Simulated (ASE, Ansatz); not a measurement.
# Convergence of a linear-scaling basis for twisted 1T-PtSe2 bilayer, 87.80° (78 atoms)

Wanted: errors and times of a linear-scaling basis for twisted 1T-PtSe2 bilayer, 87.80° (78 atoms). A setting counts as converged where the r.m.s. difference of forces stays under 1 % of the r.m.s. force.

Calculated with Ansatz 0.2.0; Kohn-Sham DFT, PBE+D4, PAW (set soft_2, large core), plane waves.

Report form: inputs, costs, results and the conclusion, without the logs.

### Step 1. Set-up

The cell holds 78 atoms: 26 Pt and 52 Se. Cell: a = 13.449 Å, b = 13.449 Å, c = 22.440 Å, α = 90.0°, β = 90.0°, γ = 120.0°. It derives from PtSe2 (1T-PtSe2). 1T-PtSe2 (a = 3.73 Å) under 1T-PtSe2 (a = 3.73 Å), bilayer, commensurate cell of 13 unit cells a layer, twist 87.80 deg; facing planes 3.24 Å apart; 14 Å of vacuum; layers as built, displaced by a Gaussian of 0.01 Å. Regions: layer 1, 39 atoms (13 Pt and 26 Se); layer 2, 39 atoms (13 Pt and 26 Se). Vacuum lies along c.

Limits known from the start: Beside vacuum, support functions can miss their usual error bounds without a warning. Only the Γ point is sampled, in a cell whose shortest periodic width is 12 Å. No spin–orbit coupling is included, so levels derived from the heavy atoms are approximate.

### Step 2. Plane-wave single point

The first run fixes the reference, at a cutoff of 420 eV.

input.yaml

```yaml
crystal:
  lattice:
    - [13.4487, 0.0, 0.0]
    - [-6.72435, 11.64692, 0.0]
    - [0.0, 0.0, 22.44]
  atoms:
    - { symbol: Pt, position: [0.9997, 0.0014, 0.3697] }
    - { symbol: Se, position: [0.12711, 0.17868, 0.42821] }
    - { symbol: Se, position: [0.18034, 0.05216, 0.3127] }
    - { symbol: Pt, position: [0.07639, 0.30781, 0.36946] }
    - { symbol: Se, position: [0.20432, 0.48675, 0.42748] }
    - { symbol: Se, position: [0.25617, 0.35991, 0.31271] }
    - { symbol: Pt, position: [0.15277, 0.61397, 0.36911] }
    - { symbol: Se, position: [0.28185, 0.79495, 0.42747] }
[... 66 atom lines left out ...]
    - { symbol: Se, position: [0.97648, 0.41106, 0.57236] }
    - { symbol: Pt, position: [0.92417, 0.23167, 0.63001] }
    - { symbol: Se, position: [0.10272, 0.35826, 0.68889] }
    - { symbol: Se, position: [0.05165, 0.17936, 0.57226] }
kpoints:
  mp_grid: { grid: [1, 1, 1] }
hamiltonian:
  xc: pbe
  dispersion: d4
  pseudopotentials: { kind: paw, core: large }
scf:
  occupations: { method: fermi_dirac, width: 0.025 }
output:
  forces: true
  populations: true
  dos:
    method: { smearing: { sigma: 0.1 } }
    de: 0.1
    projected:
      site_lists:
        Pt: [Pt]
        Se: [Se]
        layer_1: [0, 1, 2, 3, 4, 5, 6, 7, 8, 9, 10, 11, 12, 13, 14, 15, 16, 17, 18, 19, 20, 21, 22, 23, 24, 25, 26, 27, 28, 29, 30, 31, 32, 33, 34, 35, 36, 37, 38]
        layer_2: [39, 40, 41, 42, 43, 44, 45, 46, 47, 48, 49, 50, 51, 52, 53, 54, 55, 56, 57, 58, 59, 60, 61, 62, 63, 64, 65, 66, 67, 68, 69, 70, 71, 72, 73, 74, 75, 76, 77]
  eigenvalues: true
  write_density: true
  write_potential: true
  volumetric_format: npy
```

Run with:

```console
> ansatz run input.yaml --threads 8 --pin off --max-ram 15872MiB --backend cpu --events-out ev --progress --plain --runs-dir out
```

Run time: 41 s. Hardware: 8 threads of Arm Neoverse V2, shared host; peak memory 4.4 GiB.

The program notes that potentials were chosen by core size and the exchange-correlation potential is rough where the density is thin.

The run gave:

| Quantity | Value |
| --- | --- |
| free energy | -459725.4880 eV |
| free energy per atom | -5893.9165 eV/atom |
| SCF cycles | 14 |
| r.m.s. force component | 0.1793 eV/Å |
| longest force | 0.5909 eV/Å |
| Fermi energy | 2.26 eV |
| gap (highest filled to lowest empty level) | 1.185 eV |
| potential in mid-vacuum, over the Fermi level | 4.952 eV |
| potential 4.5 Å over the upper face | 4.952 eV |
| potential 4.5 Å under the lower face | 4.952 eV |
| spilling of the projection | 0.007454 |

The r.m.s. force component of 0.18 eV/Å sets the scale for the differences below.

### Step 3. Support functions low

The cell is solved in localised support functions.

This step: Kohn-Sham DFT, PBE+D4, PAW (set soft_2, large core), localised support functions (low) (Ansatz 0.2.0).

input.yaml, the sections that differ from step 2:

```yaml
scf:
  occupations: { method: fermi_dirac, width: 0.025 }
  eigensolver: { kind: { support_functions: { accuracy: low } } }
  mixing: { beta: 0.2 }
  max_iter: 150
output:
  forces: true
  eigenvalues: true
# crystal, kpoints, hamiltonian: as in step 2
```

Run time: 1.7 min. Hardware: 8 threads; peak memory 5.3 GiB.

The program notes that the band table was not solved further than the SCF left it and it switched symmetry off.

Keys that differ from the reference: support_functions.accuracy = "low", scf.max_iter = 150 and scf.mixing.beta = 0.2.

Forces differ from the reference by 1.5 meV/Å r.m.s., 0.85 % of their size, within a tolerance of 1 %; the energy by -1.5 meV/atom. It took roughly 2.5 times the reference's time (one timing each, with unlike analyses asked), in 16 cycles against 14.

### Step 4. Support functions medium

This step: Kohn-Sham DFT, PBE+D4, PAW (set soft_2, large core), localised support functions (medium) (Ansatz 0.2.0).

input.yaml, as its differences from that of step 3:

```diff
@@ -15,3 +15,3 @@
   occupations: { method: fermi_dirac, width: 0.025 }
-  eigensolver: { kind: { support_functions: { accuracy: low } } }
+  eigensolver: { kind: { support_functions: { accuracy: medium } } }
   mixing: { beta: 0.2 }
```

Run time: 2 min. Hardware: 8 threads; peak memory 5.4 GiB; 16 min of CPU time.

Keys that differ from the reference: support_functions.accuracy = "medium", scf.max_iter = 150 and scf.mixing.beta = 0.2.

Forces differ from the reference by 1.4 meV/Å r.m.s., 0.78 % of their size, within a tolerance of 1 %; the energy by -1.5 meV/atom. It took roughly 2.9 times the reference's time (one timing each, with unlike analyses asked), in 19 cycles against 14.

### Step 5. Support functions medium, spacing 0.411 Å

The grid spacing sets how fine a wave the support functions can hold.

input.yaml, as its differences from that of step 4:

```diff
@@ -15,3 +15,3 @@
   occupations: { method: fermi_dirac, width: 0.025 }
-  eigensolver: { kind: { support_functions: { accuracy: medium } } }
+  eigensolver: { kind: { support_functions: { accuracy: medium, spacing: 0.411 } } }
   mixing: { beta: 0.2 }
```

It took 49 s on 8 threads; peak memory 3 GiB.

The program notes that the forces don't sum to zero within tolerance and the grid leaves an egg-box force.

Forces differ from the reference by 137 meV/Å r.m.s., 76 % of their size, far over a tolerance of 1 %; the energy by -18 meV/atom and the gap by +0.022 eV. The setting is coarser than the default on purpose.

### Step 6. Support functions medium, spacing 0.343 Å

input.yaml, the sections that differ from step 5:

```yaml
scf:
  occupations: { method: fermi_dirac, width: 0.025 }
  eigensolver: { kind: { support_functions: { accuracy: medium, spacing: 0.343 } } }
  mixing: { beta: 0.2 }
  max_iter: 150
# crystal, kpoints, hamiltonian, output: as in step 5
```

Run time: 73 s. Hardware: 8 threads; peak memory 3.8 GiB; 9.5 min of CPU time.

Forces differ from the reference by 11 meV/Å r.m.s., 6.1 % of their size, far over a tolerance of 1 %; the energy by -4.5 meV/atom. It took roughly 1.8 times the reference's time (one timing each, with unlike analyses asked), in 18 cycles against 14. The setting is coarser than the default on purpose.

### Step 7. Support functions medium, spacing 0.297 Å

input.yaml, the sections that differ from step 6:

```yaml
scf:
  occupations: { method: fermi_dirac, width: 0.025 }
  eigensolver: { kind: { support_functions: { accuracy: medium, spacing: 0.297 } } }
  mixing: { beta: 0.2 }
  max_iter: 150
# crystal, kpoints, hamiltonian, output: as in step 6
```

Run time: 73 s. Hardware: 8 threads; peak memory 4.1 GiB; 9.5 min of CPU time.

Forces differ from the reference by 2.7 meV/Å r.m.s., 1.5 % of their size, over a tolerance of 1 %; the energy by -1.0 meV/atom. It took roughly 1.8 times the reference's time (one timing each, with unlike analyses asked), in 18 cycles against 14. The setting is coarser than the default on purpose.

### Step 8. Support functions medium, spacing 0.263 Å

input.yaml, the sections that differ from step 7:

```yaml
scf:
  occupations: { method: fermi_dirac, width: 0.025 }
  eigensolver: { kind: { support_functions: { accuracy: medium, spacing: 0.263 } } }
  mixing: { beta: 0.2 }
  max_iter: 150
# crystal, kpoints, hamiltonian, output: as in step 7
```

Run time: 86 s. Hardware: 8 threads; peak memory 4.6 GiB.

Keys that differ from the reference: support_functions.accuracy = "medium", support_functions.spacing = 0.263, scf.max_iter = 150 and scf.mixing.beta = 0.2.

Forces differ from the reference by 2.1 meV/Å r.m.s., 1.2 % of their size, over a tolerance of 1 %; the energy by -2.2 meV/atom. It took roughly 2.1 times the reference's time (one timing each, with unlike analyses asked), in 18 cycles against 14.

### Step 9. Another setting: accuracy = "medium" and crystal.symmetry.detect = false

Changed here: accuracy = "medium" and crystal.symmetry.detect = false.

This step: Kohn-Sham DFT, PBE+D4, PAW (set soft_2, large core), plane waves (Ansatz 0.2.0).

input.yaml

```yaml
crystal:
  lattice:
    - [13.4487, 0.0, 0.0]
    - [-6.72435, 11.64692, 0.0]
    - [0.0, 0.0, 22.44]
  atoms:
    [... the 78 atom lines of step 2 ...]
  symmetry: { detect: false }
kpoints:
  mp_grid: { grid: [1, 1, 1] }
hamiltonian:
  xc: pbe
  dispersion: d4
  pseudopotentials: { kind: paw, core: large }
scf:
  occupations: { method: fermi_dirac, width: 0.025 }
output:
  forces: true
  populations: intrinsic
  dos:
    method: { smearing: { sigma: 0.1 } }
    de: 0.1
    projected:
      site_lists:
        Pt: [Pt]
        Se: [Se]
        layer_1: [0, 1, 2, 3, 4, 5, 6, 7, 8, 9, 10, 11, 12, 13, 14, 15, 16, 17, 18, 19, 20, 21, 22, 23, 24, 25, 26, 27, 28, 29, 30, 31, 32, 33, 34, 35, 36, 37, 38]
        layer_2: [39, 40, 41, 42, 43, 44, 45, 46, 47, 48, 49, 50, 51, 52, 53, 54, 55, 56, 57, 58, 59, 60, 61, 62, 63, 64, 65, 66, 67, 68, 69, 70, 71, 72, 73, 74, 75, 76, 77]
  eigenvalues: true
accuracy: medium
```

Elapsed: 39 s, on 8 threads; peak memory 4.4 GiB; 5 min of CPU time.

Forces differ from the reference by 0.001 meV/Å r.m.s., 5.0e-4 % of their size.

### Step 10. All settings compared

Each row is set against the plane-wave reference (Kohn-Sham DFT, PBE+D4, PAW (set soft_2, large core), plane waves; r.m.s. force component 0.179 eV/Å). Energies are set beside the reference only for runs with its functional, potentials and electron count. Times are for 8 threads of Arm Neoverse V2, shared host. The reference's time includes the DOS and grids, which some other runs skip.

```tsv
run	Δ force, r.m.s. (meV/Å)	share of r.m.s. force (%)	Δ energy (meV/atom)	Δ gap (eV)	cycles	time	host memory (GiB)
reference	-	-	-	-	14	41 s	4.4
support functions low	1.52	0.849	-1.51	3.0e-4	16	1.7 min	5.3
support functions medium	1.39	0.777	-1.52	3.0e-4	19	2 min	5.4
support functions medium, spacing 0.411 Å	137	76.2	-18.3	0.0225	18	49 s	3.0
support functions medium, spacing 0.343 Å	10.8	6.05	-4.48	0.0017	18	73 s	3.8
support functions medium, spacing 0.297 Å	2.70	1.50	-1.04	0.0011	18	73 s	4.1
support functions medium, spacing 0.263 Å	2.08	1.16	-2.22	3.0e-4	18	86 s	4.6
accuracy = "medium" and crystal.symmetry.detect = false	0.001	5.0e-4	-	0	14	39 s	4.4
```

### Step 11. What the reference run shows

With the settings judged, the reference run is read for its physics.

Length of the force by element and coordination:

```tsv
element	coordination	atoms	mean length of the force (eV/Å)	spread	least	most
Pt	all	26	0.339	0.120	0.0911	0.591
Se	all	52	0.263	0.106	0.0217	0.565
```

Löwdin charges by element and coordination (they lack the spilled electrons, 0.075 e an atom on average):

```tsv
element	coordination	atoms	mean charge (e)	spread	least	most
Pt	all	26	0.623	0.0023	0.618	0.628
Se	all	52	-0.200	0.0088	-0.217	-0.173
```

By region:

```tsv
region	atoms	mean length of the force (eV/Å)
layer 1	39	0.273
layer 2	39	0.303
```

Density of states as counts of states in windows of 1 eV (from the Fermi level), total and the larger projections:

```tsv
from (eV)	to (eV)	total	Se p	layer 2	layer 1	Pt d	Se s
-18	-16	0.0	0.0	0.0	0.0	0.0	0.0
-16	-15	0.1	0.0	0.0	0.0	0.0	0.1
-15	-14	24.8	1.2	12.4	12.3	0.3	17.3
-14	-13	69.4	1.2	34.6	34.7	6.1	60.3
-13	-12	9.7	0.1	4.9	4.8	0.7	8.9
-12	-7	0.0	0.0	0.0	0.0	0.0	0.0
-7	-6	34.0	18.7	16.7	16.9	9.7	0.7
-6	-5	100.4	43.0	49.8	49.7	51.3	3.3
-5	-4	101.6	45.0	50.2	50.3	49.5	3.1
-4	-3	74.6	14.2	37.0	37.0	56.5	1.5
-3	-2	41.8	18.8	20.7	20.6	20.6	0.8
-2	-1	91.8	60.5	45.1	45.0	27.8	1.0
-1	0	23.8	20.8	11.7	11.8	2.3	0.2
0	1	15.2	8.8	7.3	7.3	5.0	0.9
1	2	80.8	51.8	38.8	38.8	23.7	1.9
2	3	8.0	5.6	4.0	3.9	2.3	0.0
3	4	2.0	0.2	0.6	0.6	0.0	0.3
```

The levels nearest the highest filled one (over half full), pooled over k-points and spins:

```tsv
level less the highest filled one (eV)	occupation
-0.112	2
-0.0798	2
-0.0776	2
-0.0646	2
-0.0561	2
0	2
1.18	0
1.20	0
1.21	0
1.22	0
1.22	0
1.23	0
```

Planar average of the electrostatic potential energy along the normal, with the Fermi level as zero, after a running mean with a triangular window 4 Å wide at its base:

```tsv
height (Å)	potential energy (eV)
0.0	4.95
0.6	4.95
1.3	4.95
1.9	4.95
2.5	4.95
3.1	4.95
3.9	4.89
4.5	4.62
5.1	3.46
5.7	1.06
6.4	-3.43
7.0	-7.12
7.6	-9.53
8.2	-10.71
9.0	-9.51
9.6	-7.12
10.2	-3.61
10.8	-0.78
11.5	-0.41
12.1	-2.73
12.7	-6.33
13.3	-9.02
14.1	-10.70
14.7	-9.95
15.3	-7.83
15.9	-4.44
16.6	0.28
17.2	2.97
17.8	4.44
18.4	4.86
19.1	4.94
19.7	4.95
20.3	4.95
20.9	4.95
21.7	4.95
22.3	4.95
```

(Continued in part 2 of 2.)

[Long decimals in the printed logs are rounded to 6 places.]

[Logs are printed without paths, hosts, clocks, repeated set-up lines and the standing remarks that a program may print on its own settings, such as how far it seeks lower states.]

[Hosts, paths, dates, database ids (printed as entryN), source tags and the programs' standing remarks are cut or masked in the printed files.]
